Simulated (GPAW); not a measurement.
# Ballistic transport through benzene-1,4-diamine between two Au chains, cheap and dear

Aim: T(E), conductance and thermopower of benzene-1,4-diamine between two Au chains, and what cheaper settings cost in accuracy.

Main program and level: GPAW 26.7.0; GPAW LCAO, PAW setups; Landauer transmission from Green's functions with principal layers (ASE), zero bias.

### Step 1. Starting point

The cell holds 26 atoms: 10 Au, 8 H, 2 N and 6 C. Cell: a = 10.798 Å, b = 9.028 Å, c = 32.482 Å, α = 90.0°, β = 90.0°, γ = 90.0°. Regions: left lead, 5 atoms (5 Au); channel, 16 atoms (8 H, 2 N and 6 C); right lead, 5 atoms (5 Au). Vacuum lies along a and b. The structure is stacked along c, and the current runs across the ab planes.

### Step 2. GPAW, dzp

The script solves lead and junction separately, takes H and S in the orbital basis, and joins semi-infinite leads through their self-energies; the dzp basis is the working standard.

run.py

```python
import json
import numpy as np
from ase import Atoms
from ase.transport.calculators import TransportCalculator
from gpaw import GPAW, FermiDirac
from gpaw.lcao.tools import get_lcao_hamiltonian
from scipy.linalg import eigh

# The junction with lead layers at both ends, along the third cell vector
device = Atoms(
    ['Au', 'Au', 'Au', 'Au', 'Au', 'H', 'H', 'N', 'C', 'H', 'H', 'C', 'C', 'C', 'C', 'H', 'H', 'C', 'N', 'H', 'H', 'Au', 'Au', 'Au', 'Au', 'Au'],
    positions=[
        [5.39885, 4.51413, 1.30000],
        [5.39885, 4.51413, 3.90000],
        [5.39885, 4.51413, 6.50000],
        [5.39885, 4.51413, 9.10000],
        [5.39885, 4.51413, 11.70000],
        [4.55580, 3.25000, 13.23826],
        [6.24190, 3.25000, 13.23826],
        [5.39885, 3.72302, 13.54777],
        [5.39885, 4.03801, 14.91107],
        [7.54770, 4.15539, 15.06833],
        [3.25000, 4.15539, 15.06833],
        [6.59774, 4.29888, 15.57527],
        [4.19997, 4.29888, 15.57527],
        [6.59774, 4.72937, 16.90700],
        [4.19997, 4.72937, 16.90700],
        [7.54771, 4.87286, 17.41394],
        [3.25000, 4.87286, 17.41394],
        [5.39885, 4.99024, 17.57120],
        [5.39885, 5.30524, 18.93450],
        [6.24190, 5.77825, 19.24401],
        [4.55581, 5.77825, 19.24401],
        [5.39885, 4.51413, 20.78227],
        [5.39885, 4.51413, 23.38227],
        [5.39885, 4.51413, 25.98227],
        [5.39885, 4.51413, 28.58227],
        [5.39885, 4.51413, 31.18227]],
    cell=[[10.79771, 0.0, 0.0], [0.0, 9.02825, 0.0], [0.0, 0.0, 32.48227]],
    pbc=True)

# One principal layer of the lead: the first 3 atoms of the device
lead = Atoms(
    ['Au', 'Au', 'Au'],
    positions=[
        [5.39885, 4.51413, 1.30000],
        [5.39885, 4.51413, 3.90000],
        [5.39885, 4.51413, 6.50000]],
    cell=[[10.79771, 0.0, 0.0], [0.0, 9.02825, 0.0], [0.0, 0.0, 7.8]],
    pbc=True)

settings = dict(mode='lcao', basis='dzp', xc='PBE', h=0.18,
                occupations=FermiDirac(0.1), maxiter=250,
                mixer=dict(beta=0.1, nmaxold=8, weight=100.0),
                convergence=dict(density=0.0001))
energies = np.arange(-2, 2 + 1e-9, 0.05)
eta = 0.0001
n1, n2 = 1, 1
# k and -k transmit alike, so half of the mesh across the current serves
mesh = [(i, j) for i in range(n1) for j in range(n2) if (i, j) <= (-i % n1, -j % n2)]
weights = np.array([1 if (i, j) == (-i % n1, -j % n2) else 2 for i, j in mesh]) / (n1 * n2)

# [... helper functions left out ...]
fermi_lead = ground_state(lead, (1, 1, 15), 'lead.txt')
fermi_device = ground_state(device, (1, 1, 3), 'device.txt')
# [... loop over the mesh left out, but for ...]
        # Shift the lead onto the potential of the device's first layer
        shift = ((H[:, 0, 0] - H0[:, 0, 0]) / S0[0, 0]).real.mean()
# [...]
kT = 8.617333e-5 * 500
bias = [0.1, 0.2, 0.5, 1.0, 1.5, 2.0]
# [... integrals and printing left out ...]
```

On the command line:

```
OMP_NUM_THREADS=1 OPENBLAS_NUM_THREADS=1 python run.py
```

Log:

```text
basis functions: device 294, principal layer 45
Fermi level: lead -4.8368 eV, device -3.8119 eV; lead shifted by -0.0247 eV
largest coupling past the next layer 2.46e-07 eV, largest misfit of the first layer 0.065 eV
  E-E_F (eV)   T (one spin)  [channel counts left out]
    -2.000    5.6435e-02
    -1.950    2.6753e-02
    -1.900    1.4449e-02
    -1.850    1.4325e-02
    -1.800    8.9330e-01
    -1.750    1.4999e-02
    -1.700    1.3013e-02
    -1.650    1.5157e-02
    -1.600    1.8132e-02
    -1.550    2.1452e-02
    -1.500    2.5028e-02
    -1.450    2.8921e-02
    -1.400    3.3317e-02
    -1.350    3.8591e-02
    -1.300    4.5548e-02
    -1.250    5.6167e-02
[...]
1.650    1.3090e-01
     1.700    1.4266e-01
     1.750    1.5636e-01
     1.800    1.7244e-01
     1.850    1.9141e-01
     1.900    2.1394e-01
     1.950    2.4087e-01
     2.000    2.7324e-01
conductance at 500 K: 0.083675 G0 a cell; thermopower 20 uV/K
current from the zero-bias T(E) at 0.1 V: 0.64988 uA
current from the zero-bias T(E) at 0.2 V: 1.3082 uA
current from the zero-bias T(E) at 0.5 V: 3.362 uA
current from the zero-bias T(E) at 1.0 V: 6.7489 uA
current from the zero-bias T(E) at 1.5 V: 9.5937 uA
current from the zero-bias T(E) at 2.0 V: 12.231 uA
```

Wall time 61 s (1 thread of Arm Neoverse V2, shared host); peak memory 1.7 GiB.

This step gave:

```
conductance                                    : 0.08368 G₀
largest coupling past the next principal layer : 2.46e-7 eV
largest misfit of the first principal layer    : 0.06497 eV
shift that aligns the lead                     : -0.02473 eV
basis functions of the junction                : 294
basis functions of a principal layer           : 45
transmission at the Fermi level (one spin)     : 0.08176
```

One spin. Transmission, zone mean against energy, zero at the Fermi level:

```tsv
energy (eV)	transmission, zone mean
-2.00	0.0564
-1.85	0.0143
-1.80	0.893
-1.70	0.0130
-1.60	0.0181
-1.45	0.0289
-1.30	0.0455
-1.15	0.120
-1.05	0.0870
-0.90	0.0722
-0.75	0.0751
-0.60	0.0915
-0.50	0.108
-0.35	0.121
-0.25	0.127
-0.20	0.115
-0.05	0.0898
0.00	0.0818
0.05	0.0756
0.20	0.0641
0.35	0.0585
0.50	0.0564
0.60	0.0563
0.75	0.0579
0.90	0.0609
1.05	0.0665
1.15	0.0716
1.30	0.0822
1.45	0.0977
1.60	0.121
1.70	0.143
1.85	0.191
2.00	0.273
```

Not self-consistent under bias; the bias window is split evenly. Current through one cell, from the zero-bias transmission against bias:

```tsv
bias (V)	current through one cell, from the zero-bias transmission (μA)
0.100	0.650
0.200	1.31
0.500	3.36
1.000	6.75
1.500	9.59
2.000	12.2
```

The transmission of the three most open eigenchannels by energy, zero at the Fermi level:

```tsv
energy (eV)	channel 1	channel 2	channel 3
-2.000	0.0563	1.0e-4	1.4e-6
-1.800	0.893	4.1e-4	9.5e-7
-1.600	0.0181	1.5e-6	7.6e-7
-1.400	0.0333	1.7e-6	6.5e-7
-1.200	0.0792	1.1e-6	7.8e-7
-1.000	0.0788	2.3e-5	2.8e-6
-0.800	0.0725	1.9e-5	2.2e-6
-0.600	0.0915	1.5e-5	2.2e-6
-0.400	0.120	8.4e-6	1.8e-6
-0.200	0.115	1.6e-6	2.7e-9
0.000	0.0818	0	0
0.200	0.0641	0	0
0.400	0.0575	0	0
0.600	0.0563	0	0
0.800	0.0557	0	0
1.000	0.0644	0	0
1.200	0.0747	0	0
1.400	0.0919	0	0
1.600	0.121	0	0
1.800	0.172	0	0
2.000	0.273	0	0
```

Couplings past the next layer reach 2.5e-7 eV, small enough to drop; the matrix elements of the cell's first layer differ from the bulk lead's by up to 0.065 eV. That layer keeps its own values in the calculation, and only beyond it is the lead taken as perfect. The Fermi levels of lead and junction count from different zeros of potential, one for each periodic cell; with both set to zero, the small remaining shift is what aligns them. Without spin-orbit coupling, which is large for these atoms, channel counts and T are those of the scalar-relativistic bands. By hand: G = 0.08368 × 77.48 μS = 6.48 μS, a resistance of 154 kΩ; at 0.1 V a linear junction would pass 0.648 μA, and the integral over the bias window gives 0.650 μA.

### Step 3. GPAW, szp: basis = "szp(dzp)"

The second zeta is dropped, the polarisation orbitals stay.

Edit run.py of step 2 so:

```diff
@@ -51,3 +51,3 @@
 
-settings = dict(mode='lcao', basis='dzp', xc='PBE', h=0.18,
+settings = dict(mode='lcao', basis='szp(dzp)', xc='PBE', h=0.18,
                 occupations=FermiDirac(0.1), maxiter=250,
```

Log:

```text
basis functions: device 194, principal layer 27
Fermi level: lead -4.6753 eV, device -3.8540 eV; lead shifted by -0.0109 eV
largest coupling past the next layer 2.47e-07 eV, largest misfit of the first layer 0.062 eV
  E-E_F (eV)   T (one spin)  [channel counts left out]
    -2.000    6.6015e-01
    -1.950    7.6189e-01
    -1.900    8.7275e-01
    -1.850    8.4419e-02
    -1.800    8.4140e-03
    -1.750    1.9491e-03
    -1.700    1.7197e-03
    -1.650    2.6660e-03
    -1.600    4.2252e-03
    -1.550    6.3091e-03
    -1.500    8.9070e-03
    -1.450    1.2064e-02
    -1.400    1.5915e-02
    -1.350    2.0772e-02
    -1.300    2.7396e-02
    -1.250    3.8559e-02
[...]
1.650    9.8171e-01
     1.700    9.2199e-01
     1.750    8.3295e-01
     1.800    7.3144e-01
     1.850    6.3093e-01
     1.900    5.3932e-01
     1.950    4.5981e-01
     2.000    3.9270e-01
conductance at 500 K: 0.1159 G0 a cell; thermopower 14.51 uV/K
current from the zero-bias T(E) at 0.1 V: 0.90063 uA
current from the zero-bias T(E) at 0.2 V: 1.8148 uA
current from the zero-bias T(E) at 0.5 V: 4.6575 uA
current from the zero-bias T(E) at 1.0 V: 8.8763 uA
current from the zero-bias T(E) at 1.5 V: 12.933 uA
current from the zero-bias T(E) at 2.0 V: 18.097 uA
```

Run time: 49 s. Hardware: 1 thread; peak memory 1.6 GiB.

Numbers from this step:

| Property | Result |
| --- | --- |
| conductance | 0.1159 G₀ |
| largest coupling past the next principal layer | 2.47e-7 eV |
| largest misfit of the first principal layer | 0.06161 eV |
| shift that aligns the lead | -0.01092 eV |
| basis functions of the junction | 194 |
| basis functions of a principal layer | 27 |
| transmission at the Fermi level (one spin) | 0.1122 |

One spin. Table of transmission, zone mean by energy, zero at the Fermi level:

energy (eV), transmission, zone mean and a bar:
```
    -2.00      0.660 ####################
    -1.90      0.873 ##########################
    -1.85      0.084 ##
    -1.70      0.002 
    -1.60      0.004 
    -1.45      0.012 
    -1.30      0.027 #
    -1.15      0.050 #
    -1.05      0.052 ##
    -0.90      0.062 ##
    -0.75      0.067 ##
    -0.60      0.070 ##
    -0.50      0.077 ##
    -0.35      0.108 ###
    -0.20      0.148 ####
    -0.05      0.122 ####
     0.00      0.112 ###
     0.05      0.107 ###
     0.20      0.101 ###
     0.35      0.106 ###
     0.50      0.118 ####
     0.60      0.131 ####
     0.75      0.160 #####
     0.90      0.206 ######
     1.05      0.282 ########
     1.15      0.360 ###########
     1.30      0.542 ################
     1.45      0.812 ########################
     1.60      0.998 ##############################
     1.70      0.922 ############################
     1.85      0.631 ###################
     2.00      0.393 ############
```

Not self-consistent under bias; the bias window is split evenly. Table of current through one cell, from the zero-bias transmission by bias:

```tsv
bias (V)	current through one cell, from the zero-bias transmission (μA)
0.100	0.901
0.200	1.81
0.500	4.66
1.000	8.88
1.500	12.9
2.000	18.1
```

Table of transmission of the three most open eigenchannels by energy, zero at the Fermi level:

```tsv
energy (eV)	channel 1	channel 2	channel 3
-2.00	0.660	2.5e-5	1.1e-6
-1.85	0.0843	1.0e-4	3.3e-7
-1.70	0.00165	6.9e-5	1.4e-7
-1.60	0.00422	5.9e-7	9.2e-8
-1.45	0.0121	1.6e-6	5.9e-8
-1.30	0.0274	2.7e-6	4.7e-8
-1.15	0.0495	9.5e-6	3.0e-6
-1.05	0.0524	9.6e-6	3.2e-6
-0.90	0.0622	9.2e-6	3.5e-6
-0.75	0.0670	9.3e-6	3.8e-6
-0.60	0.0699	9.4e-6	3.6e-6
-0.50	0.0774	9.4e-6	3.9e-6
-0.35	0.108	8.1e-6	4.2e-6
-0.20	0.148	3.9e-6	4.0e-7
-0.05	0.122	0	0
0.00	0.112	0	0
0.05	0.107	0	0
0.20	0.101	0	0
0.35	0.106	0	0
0.50	0.118	0	0
0.60	0.131	0	0
0.75	0.160	0	0
0.90	0.206	0	0
1.05	0.282	0	0
1.15	0.360	0	0
1.30	0.542	0	0
1.45	0.812	0	0
1.60	0.998	0	0
1.70	0.922	0	0
1.85	0.631	0	0
2.00	0.393	0	0
```

The conductance, 0.116 G₀, lies 39 % above that of the dzp run.

### Step 4. GPAW, sz: basis = "sz(dzp)"

One function for each valence shell of the setup, as for a first survey of a large system.

Edit run.py of step 3 so:

```diff
@@ -51,3 +51,3 @@
 
-settings = dict(mode='lcao', basis='szp(dzp)', xc='PBE', h=0.18,
+settings = dict(mode='lcao', basis='sz(dzp)', xc='PBE', h=0.18,
                 occupations=FermiDirac(0.1), maxiter=250,
```

Log:

```text
basis functions: device 100, principal layer 18
Fermi level: lead -4.6172 eV, device -3.7928 eV; lead shifted by -0.0172 eV
largest coupling past the next layer 2.47e-07 eV, largest misfit of the first layer 0.062 eV
  E-E_F (eV)   T (one spin)  [channel counts left out]
    -2.000    8.8406e-01
    -1.950    9.6921e-01
    -1.900    5.3693e-01
[...]
1.950    3.0127e-01
     2.000    2.6888e-01
conductance at 500 K: 0.16177 G0 a cell; thermopower 7.515 uV/K
current from the zero-bias T(E) at 0.1 V: 1.257 uA
current from the zero-bias T(E) at 0.2 V: 2.5308 uA
current from the zero-bias T(E) at 0.5 V: 6.4321 uA
current from the zero-bias T(E) at 1.0 V: 12.678 uA
current from the zero-bias T(E) at 1.5 V: 19.659 uA
current from the zero-bias T(E) at 2.0 V: 29.846 uA
```

The job ended after 39 s (1 thread; peak memory 1.6 GiB).

This step gave:

```yaml
conductance: 0.1618 G₀
largest_misfit_of_the_first_principal_layer: 0.06150 eV
shift_that_aligns_the_lead: -0.01716 eV
basis_functions_of_the_junction: 100
basis_functions_of_a_principal_layer: 18
transmission_at_the_fermi_level_one_spin: 0.1565
```

One spin. Table of transmission, zone mean by energy, zero at the Fermi level:

```tsv
energy (eV)	transmission, zone mean
-2.000	0.884
-1.950	0.969
-1.800	0.00522
-1.600	0.00539
-1.400	0.0203
-1.200	0.0582
-1.000	0.0754
-0.800	0.0878
-0.600	0.0889
-0.400	0.120
-0.200	0.177
0.000	0.156
0.200	0.159
0.400	0.189
0.600	0.250
0.800	0.363
1.000	0.570
1.200	0.870
1.350	0.999
1.400	0.986
1.600	0.717
1.800	0.434
2.000	0.269
```

The conductance, 0.162 G₀, lies 93 % above that of the dzp run.

### Step 5. LDA in the dzp basis: xc = "LDA"

Back in the dzp basis, the functional changes from PBE to LDA, to set the spread between functionals beside that between bases.

Edit run.py of step 4 so:

```diff
@@ -51,3 +51,3 @@
 
-settings = dict(mode='lcao', basis='sz(dzp)', xc='PBE', h=0.18,
+settings = dict(mode='lcao', basis='dzp', xc='LDA', h=0.18,
                 occupations=FermiDirac(0.1), maxiter=250,
```

Log:

```text
basis functions: device 294, principal layer 45
Fermi level: lead -5.2014 eV, device -4.1660 eV; lead shifted by -0.0165 eV
largest coupling past the next layer 2.28e-07 eV, largest misfit of the first layer 0.063 eV
  E-E_F (eV)   T (one spin)  [channel counts left out]
    -2.000    6.3706e-02
    -1.950    2.5505e-02
    -1.900    1.0475e-02
[...]
1.950    2.1377e-01
     2.000    2.3993e-01
conductance at 500 K: 0.092398 G0 a cell; thermopower 21.31 uV/K
current from the zero-bias T(E) at 0.1 V: 0.71768 uA
current from the zero-bias T(E) at 0.2 V: 1.4444 uA
current from the zero-bias T(E) at 0.5 V: 3.6921 uA
current from the zero-bias T(E) at 1.0 V: 7.2515 uA
current from the zero-bias T(E) at 1.5 V: 10.314 uA
current from the zero-bias T(E) at 2.0 V: 13.284 uA
```

The job ended after 50 s (1 thread; peak memory 1.7 GiB).

This step gave:

```yaml
conductance: 0.09240 G₀
largest_coupling_past_the_next_principal_layer: 2.28e-7 eV
largest_misfit_of_the_first_principal_layer: 0.06292 eV
shift_that_aligns_the_lead: -0.01651 eV
basis_functions_of_the_junction: 294
basis_functions_of_a_principal_layer: 45
transmission_at_the_fermi_level_one_spin: 0.08997
```

The conductance, 0.0924 G₀, lies 10 % above that of the dzp run.

### Step 6. All levels side by side

Times are for 1 thread of Arm Neoverse V2, shared host. The runs compared:

```tsv
no.	run	conductance (G₀)	time	memory (GiB)
1	dzp	0.08368	61 s	1.7
2	szp	0.1159	49 s	1.6
3	sz	0.1618	39 s	1.6
4	dzp LDA	0.09240	50 s	1.7
```

### Step 7. The levels side by side

The curves are compared point by point over the common energies.

This step: comparison of transmission and cost over codes and levels (GPAW 26.7.0).

Ladder, by row:

```tsv
step	code	T at the Fermi level (sum over the listed spins)	conductance (G0)	r.m.s. T(E) from the first	wall time (s)	peak memory (GiB)	threads
dzp	GPAW	0.08176	0.08368	0	61.13	1.68	1
szp	GPAW	0.1122	0.1159	0.335	49	1.65	1
sz	GPAW	0.1565	0.1618	0.381	39.48	1.58	1
dzp-LDA	GPAW	0.08997	0.0924	0.1044	49.51	1.68	1
```

Transmission, zone mean, sum over the listed spins against energy, zero at the Fermi level:

```tsv
energy (eV)	dzp	szp	sz	dzp-LDA
-2.000	0.0564	0.660	0.884	0.0637
-1.950	0.0268	0.762	0.969	0.0255
-1.900	0.0144	0.873	0.537	0.0105
-1.800	0.893	0.00841	0.00522	0.00956
-1.750	0.0150	0.00195	0.00163	0.319
-1.600	0.0181	0.00423	0.00539	0.0289
-1.400	0.0333	0.0159	0.0203	0.0434
-1.200	0.0792	0.0546	0.0582	0.0974
-1.000	0.0788	0.0557	0.0754	0.0935
-0.800	0.0725	0.0661	0.0878	0.0883
-0.600	0.0915	0.0699	0.0889	0.0986
-0.400	0.120	0.0929	0.120	0.121
-0.250	0.127	0.176	0.193	0.142
-0.200	0.115	0.148	0.177	0.127
0.000	0.0818	0.112	0.156	0.0900
0.200	0.0641	0.101	0.159	0.0692
0.400	0.0575	0.109	0.189	0.0613
0.600	0.0563	0.131	0.250	0.0592
0.800	0.0557	0.178	0.363	0.0605
1.000	0.0644	0.252	0.570	0.0655
1.200	0.0747	0.410	0.870	0.0745
1.350	0.0867	0.625	0.999	0.0849
1.400	0.0919	0.717	0.986	0.0894
1.600	0.121	0.998	0.717	0.114
1.800	0.172	0.731	0.434	0.158
2.000	0.273	0.393	0.269	0.240
```

### Step 8. K-points along the lead 40: lead_nz = 40

The lead's own mesh along the current sets its density and potential; where the lead is aligned to the junction's end layer, a rigid shift drops out.

This step: GPAW LCAO, PAW setups; Landauer transmission from Green's functions with principal layers (ASE), zero bias (GPAW 26.7.0).

Edit run.py of step 5 so:

```diff
@@ -51,3 +51,3 @@
 
-settings = dict(mode='lcao', basis='dzp', xc='LDA', h=0.18,
+settings = dict(mode='lcao', basis='dzp', xc='PBE', h=0.18,
                 occupations=FermiDirac(0.1), maxiter=250,
@@ -63,3 +63,3 @@
 # [... helper functions left out ...]
-fermi_lead = ground_state(lead, (1, 1, 15), 'lead.txt')
+fermi_lead = ground_state(lead, (1, 1, 40), 'lead.txt')
 fermi_device = ground_state(device, (1, 1, 3), 'device.txt')
```

Log:

```text
basis functions: device 294, principal layer 45
Fermi level: lead -4.8369 eV, device -3.8119 eV; lead shifted by -0.0249 eV
largest coupling past the next layer 2.46e-07 eV, largest misfit of the first layer 0.065 eV
  E-E_F (eV)   T (one spin)  [channel counts left out]
    -2.000    5.6451e-02
    -1.950    2.6757e-02
    -1.900    1.4448e-02
    -1.850    1.4319e-02
    -1.800    8.9343e-01
    -1.750    1.5000e-02
    -1.700    1.3016e-02
    -1.650    1.5161e-02
    -1.600    1.8136e-02
    -1.550    2.1455e-02
    -1.500    2.5029e-02
    -1.450    2.8918e-02
    -1.400    3.3308e-02
    -1.350    3.8572e-02
    -1.300    4.5513e-02
    -1.250    5.6107e-02
[...]
1.650    1.3091e-01
     1.700    1.4266e-01
     1.750    1.5636e-01
     1.800    1.7244e-01
     1.850    1.9141e-01
     1.900    2.1394e-01
     1.950    2.4087e-01
     2.000    2.7324e-01
conductance at 500 K: 0.083651 G0 a cell; thermopower 20 uV/K
current from the zero-bias T(E) at 0.1 V: 0.64969 uA
current from the zero-bias T(E) at 0.2 V: 1.3079 uA
current from the zero-bias T(E) at 0.5 V: 3.3611 uA
current from the zero-bias T(E) at 1.0 V: 6.7375 uA
current from the zero-bias T(E) at 1.5 V: 9.5805 uA
current from the zero-bias T(E) at 2.0 V: 12.213 uA
```

Run time: 64 s. Hardware: 1 thread; peak memory 1.7 GiB.

Numbers from this step:

```yaml
conductance: 0.08365 G₀
largest_coupling_past_the_next_principal_layer: 2.46e-7 eV
largest_misfit_of_the_first_principal_layer: 0.06504 eV
shift_that_aligns_the_lead: -0.02489 eV
transmission_at_the_fermi_level_one_spin: 0.08174
```

One spin. Transmission, zone mean against energy, zero at the Fermi level:

```tsv
energy (eV)	transmission, zone mean
-2.00	0.0565
-1.85	0.0143
-1.80	0.893
-1.70	0.0130
-1.60	0.0181
-1.45	0.0289
-1.30	0.0455
-1.15	0.120
-1.05	0.0870
-0.90	0.0720
-0.75	0.0749
-0.60	0.0916
-0.50	0.108
-0.35	0.121
-0.25	0.127
-0.20	0.115
-0.05	0.0898
0.00	0.0817
0.05	0.0756
0.20	0.0641
0.35	0.0585
0.50	0.0564
0.60	0.0563
0.75	0.0579
0.90	0.0609
1.05	0.0665
1.15	0.0716
1.30	0.0822
1.45	0.0977
1.60	0.121
1.70	0.143
1.85	0.191
2.00	0.273
```

Not self-consistent under bias; the bias window is split evenly. Table of current through one cell, from the zero-bias transmission by bias:

```tsv
bias (V)	current through one cell, from the zero-bias transmission (μA)
0.100	0.650
0.200	1.31
0.500	3.36
1.000	6.74
1.500	9.58
2.000	12.2
```

(Continued in part 2 of 2.)

[Logs are printed without paths, hosts, clocks, repeated set-up lines and the standing remarks that a program may print on its own settings, such as how far it seeks lower states.]

[Hosts, paths, dates, database ids (printed as entryN), source tags and the programs' standing remarks are cut or masked in the printed files.]
